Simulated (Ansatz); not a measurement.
# Amorphous Si2O: valence band and core levels

How wide do site differences make the core lines of amorphous Si2O?

Main program and level: Ansatz 0.2.0; DFT, PBEsol, plane-wave PAW, scalar-relativistic; PAW set soft_1.

**1. Set-up**

The cell holds 30 atoms: 20 Si and 10 O. Cell: a = 8.167 Å, b = 8.167 Å, c = 8.167 Å, α = 90.0°, β = 90.0°, γ = 90.0°. How the cell was made: glass; density 2.2 g/cm³; hottest run set to 3200 K; random start, relaxed, three short dynamics runs, relaxed.

**2. Relaxation**

Random starting positions are first pushed apart, with loose settings.

Contents of input.yaml:

```yaml
crystal:
  lattice:
    - [8.1669974226, 0.0, 0.0]
    - [0.0, 8.1669974226, 0.0]
    - [0.0, 0.0, 8.1669974226]
  atoms:
    - { symbol: Si, position: [0.9430561056, 0.5113275528, 0.9762437057] }
    - { symbol: Si, position: [0.0808360239, 0.607355832, 0.3764865844] }
    - { symbol: Si, position: [0.801901207, 0.1745278161, 0.8716352742] }
    - { symbol: Si, position: [0.5439414008, 0.9022150797, 0.4771535238] }
    - { symbol: Si, position: [0.4304962777, 0.7889467175, 0.9841529999] }
    - { symbol: Si, position: [0.1776925858, 0.6088516168, 0.7048647456] }
    - { symbol: Si, position: [0.4978675988, 0.493619834, 0.5002261893] }
    - { symbol: Si, position: [0.9585822861, 0.3499373998, 0.2237711468] }
    - { symbol: Si, position: [0.1707298194, 0.2213516599, 0.9625074113] }
    - { symbol: Si, position: [0.0419680372, 0.9150572012, 0.5371708512] }
    - { symbol: Si, position: [0.7877274985, 0.6217780654, 0.2375048176] }
    - { symbol: Si, position: [0.6171147571, 0.0633796207, 0.225141601] }
    - { symbol: Si, position: [0.1129725553, 0.8969057816, 0.9697327317] }
    - { symbol: Si, position: [0.8331636567, 0.3537918636, 0.633914728] }
    - { symbol: Si, position: [0.7857538492, 0.9700710402, 0.6597066845] }
    - { symbol: Si, position: [0.2463094556, 0.9265030624, 0.3314017689] }
    - { symbol: Si, position: [0.5062684626, 0.5172032243, 0.0867779257] }
    - { symbol: Si, position: [0.4622649188, 0.214759626, 0.7208838079] }
    - { symbol: Si, position: [0.6384341097, 0.6865395696, 0.7042036762] }
    - { symbol: Si, position: [0.7484224066, 0.8243667324, 0.9426460282] }
    - { symbol: O, position: [0.3741681347, 0.6780379319, 0.3434541635] }
    - { symbol: O, position: [0.6464457188, 0.3548531501, 0.8081200401] }
    - { symbol: O, position: [0.3623708588, 0.3392927773, 0.3435721424] }
    - { symbol: O, position: [0.2619984987, 0.5909555308, 0.5302835128] }
    - { symbol: O, position: [0.0842516344, 0.5191340233, 0.2079205127] }
    - { symbol: O, position: [0.2096611339, 0.0152209336, 0.0956399468] }
    - { symbol: O, position: [0.827091881, 0.0370481005, 0.4689729235] }
    - { symbol: O, position: [0.1019211513, 0.0607408977, 0.2637917257] }
    - { symbol: O, position: [0.0223040514, 0.7528849257, 0.8544561314] }
    - { symbol: O, position: [0.7673539551, 0.2682512698, 0.4194953394] }
kpoints:
  mp_grid: { grid: [1, 1, 1] }
scf:
  occupations: { method: fermi_dirac, width: 0.1 }
  n_extra_bands: 21
hamiltonian:
  xc: pbesol
  pseudopotentials: { kind: paw, azcp: { folder: soft_1 }, xc_functional: pbe }
output:
  forces: true
basis:
  ecutwfc: 320
relax:
  f_tol: 0.2
  max_steps: 25
```

Launch:

```sh
$ ansatz run input.yaml --threads 8 --pin off --max-ram 23552MiB --backend cpu --events-out ev --progress --plain --runs-dir out
```

Numbers of over 12 decimals in the logs are rounded to 6 here.

What it wrote:

```text
Warning: basis.ecutwfc = 320 eV is below the records' recommended 420 eV, and the density's cutoff is lower with it unless basis.ecutrho_ratio is high enough to keep the records' density cutoff: compare with a run at a higher cutoff
scf.n_extra_bands = 21 over 70 filled bands (N_el = 140.0): the run solves 91 bands
Engine: ansatz 0.2.0, aarch64-unknown-linux-gnu
Pseudopotentials: kind: paw
Pseudopotential: Si, paw, valence charge 4, recommended cutoff 420 eV (normal), soft_1/Si.paw.azcp
Pseudopotential: O, paw, valence charge 6, recommended cutoff 420 eV (normal), soft_1/O.paw.azcp
Functional definition: PBEsol
  exchange = pbesol_x
  correlation = pbesol_c
Crystal: 30 atoms, lattice volume = 544.737 Å³
Basis set: ecut = 320 eV, 7075 PW (Γ), exchange–correlation on 96×96×96 points (8 copies of the dense FFT grid, shifted against one another)
Bands: 91, of which v1, the nominal top of the filled ones, is band 70 counted from 1 (69 counted from 0)
Symmetry: 1 space group operations
Space group: P1 (ITA 1), of the structure as read, at distance tolerance 8.2e-5 Å
k-points: 1
Non-local potential: Si, projectors of the file, l = 0: 2, l = 1: 2, l = 2: 1
Non-local potential: O, projectors of the file, l = 0: 2, l = 1: 2, l = 2: 1
PAW form: soft (Blöchl's): semilocal exchange-correlation on the pseudo side does not see the compensation charge
PAW frozen core: Si, regenerated for the run's functional, and the local potential with it (the file was generated under x = pbe(κ = 0.804, μ = 0.219515), c = pbe(β = 0.066725))
PAW frozen core: O, regenerated for the run's functional, and the local potential with it (the file was generated under x = pbe(κ = 0.804, μ = 0.219515), c = pbe(β = 0.066725))
PAW one-centre angular grid: Si, 110 points (default); XC on 64 Gauss nodes
PAW one-centre angular grid: O, 110 points (default); XC on 64 Gauss nodes
Initial density: superposition of atomic densities (chi_scale 0.1, normalization cell, long waves 24 % of neutral atoms (reshape's long-wave potential 1.24 eV rms, cloud 1.77 Å wide))
Initial wavefunctions: pseudopotential atomic-orbital guess
Functional: x = pbesol(κ = 0.804, μ = 0.123457), c = pbesol(β = 0.046)
SCF iter   1: F=—  HF=-18024.463051 eV  |F-HF|=—  |Δ(HF+E_count)|=         —  Δρ=1.34e-1  dr2=2.79e2  ethr=3.10e-3  ⟨swp⟩=8.0  Hψ=465  notcnv=0
preconditioner: auto → Kerker (q_TF=auto, 2.175 Å⁻¹)  [metal: Δε(μ)=0.195 eV  Ē_g=6.885 eV  σ=0.100 eV  W_gap=0.44  n_scr=80 (ndim 8)  ℏωp=18.0 eV  f_vac=0.003  D(μ)=14.54/eV (n_scr^D=92)]
SCF iter   2: F=—  HF=-18007.206982 eV  |F-HF|=—  |Δ(HF+E_count)|=    1.73e1  Δρ=4.51e-2  dr2=4.76e1  ethr=3.10e-3  ⟨swp⟩=4.0  Hψ=218  notcnv=0
SCF iter   3: F=—  HF=-18002.215933 eV  |F-HF|=—  |Δ(HF+E_count)|=    4.99e0  Δρ=1.79e-2  dr2=4.02e0  ethr=3.10e-3  ⟨swp⟩=6.0  Hψ=250  notcnv=0
[...]
relax step   5: F+E_penalty+E_count = -18021.37763663 eV  Δ(F+E_penalty+E_count) = -3.575e0 eV  max|allowed force component| = 1.810e0 eV/Å  Δτ_max = 0.1953 Å  (8 SCF iters, dr2 threshold 1.00e-4 eV, accepted)
relax step  10: F+E_penalty+E_count = -18029.37307327 eV  Δ(F+E_penalty+E_count) = -9.243e-1 eV  max|allowed force component| = 8.799e-1 eV/Å  Δτ_max = 0.1952 Å  (6 SCF iters, dr2 threshold 1.00e-4 eV, accepted)
relax step  15: F+E_penalty+E_count = -18032.98544768 eV  Δ(F+E_penalty+E_count) = -6.547e-1 eV  max|allowed force component| = 4.884e-1 eV/Å  Δτ_max = 0.1952 Å  (7 SCF iters, dr2 threshold 1.00e-4 eV, accepted)
relax step  20: F+E_penalty+E_count = -18034.91973662 eV  Δ(F+E_penalty+E_count) = -2.739e-1 eV  max|allowed force component| = 3.990e-1 eV/Å  Δτ_max = 0.1951 Å  (6 SCF iters, dr2 threshold 1.00e-4 eV, accepted)
relax step  25: F+E_penalty+E_count = -18036.78256446 eV  Δ(F+E_penalty+E_count) = -5.130e-1 eV  max|allowed force component| = 4.793e-1 eV/Å  Δτ_max = 0.2000 Å  (10 SCF iters, accepted)
Step failed. What follows is not a result of the run: it is the report of the last solve that finished, which converged after 10 SCF iterations.
Free energy (F): -18036.782564 eV
Harris-Foulkes:  -18036.782564 eV  (|F-HF|=6.06e-8)
Internal energy: -18036.719956 eV  (E = F + TS)
E sigma→0 (E₀):  -18036.751260 eV
Entropy (-TS):   -0.062608 eV (-2.087 meV/atom)
Fermi energy:    5.083479 eV
--- Per-component energies (eV) ---
  E_band       = -374.429838
  E_kinetic    = 2535.056672
  E_local      = -7469.407061  (includes V_loc(G=0)·N_el)
  E_nonlocal   = 959.246039
  E_hartree    = 2963.489975
  E_xc         = -1828.813275
  E_vxc        = -1867.410723  (∫ρ·V_xc dr)
  E_paw        = -11517.617527  (= ΣΔE_a)
  E_vpaw       = -458.924654  (= ΣTr[D̂ρ^β])
  E_aug_tail   = 0.024010  (compensation charges beyond the density's cutoff)
  E_ewald      = -3679.682883
  E_core_change = 0.984093  (= ΣΔE_core)
  E_smearing   = -0.062608  (= −TS)
  E_closure    = 0.000000  (closes the sum)
  Σ components = -18036.782564   (vs F -18036.782564, Δ=0.00e0)
--- Forces (eV/Å), atoms counted from 1 ---
  atom   1  Si     0.14093608    -0.00386999    -0.04873448
  atom   2  Si     0.45614035    -0.08379052     0.47930255
  atom   3  Si     0.00729311    -0.09430946    -0.03234378
  atom   4  Si    -0.07442639     0.05215817    -0.05695275
  atom   5  Si     0.06713867    -0.05657957    -0.04818384
  atom   6  Si    -0.24555604    -0.05984624    -0.01806120
  atom   7  Si     0.36403610    -0.29166252    -0.02360529
  atom   8  Si     0.13830695    -0.06206285     0.04849136
[...]
atom  27  O     -0.09853384     0.12164203    -0.08090916
  atom  28  O      0.02949775     0.31909181     0.15848257
  atom  29  O     -0.08967140     0.41698156     0.27872884
  atom  30  O      0.21335196     0.12673226     0.02812667
  max |Σ_I F_I| component: 1.09e-4 eV/Å
End of that report.
Error: geometry relaxation did not converge after 25 steps: max|allowed force component| = 4.79e-1 eV/Å (threshold 2.0e-1). Raise `relax.max_steps` over both its present limit and 25, loosen `relax.f_tol`, or start from a geometry closer to equilibrium. Where this run's directory can be resumed (`checkpoint.write`), a resume goes on for up to `relax.max_steps` more
```

Elapsed: 14 s, on 8 threads of Arm Neoverse V2, shared host; peak memory 0.41 GiB.

The run stopped before the relaxation met all its tests.

The program's message: “Error: geometry relaxation did not converge after 25 steps: max|allowed force component| = 4.79e-1 eV/Å (threshold 2.0e-1). Raise `relax.max_steps` over both its present limit and 25, loosen `relax.f_ …”

(Continued in part 2 of 7.)

[Logs are printed without paths, hosts, clocks, repeated set-up lines and the standing remarks that a program may print on its own settings, such as how far it seeks lower states.]

[Hosts, paths, dates, database ids (printed as entryN), source tags and the programs' standing remarks are cut or masked in the printed files.]

[Maps of the electrostatic potential energy from Ansatz leave out the sawtooth potential of an applied field or a dipole correction, so their vacuum need not be flat; work functions include it.]
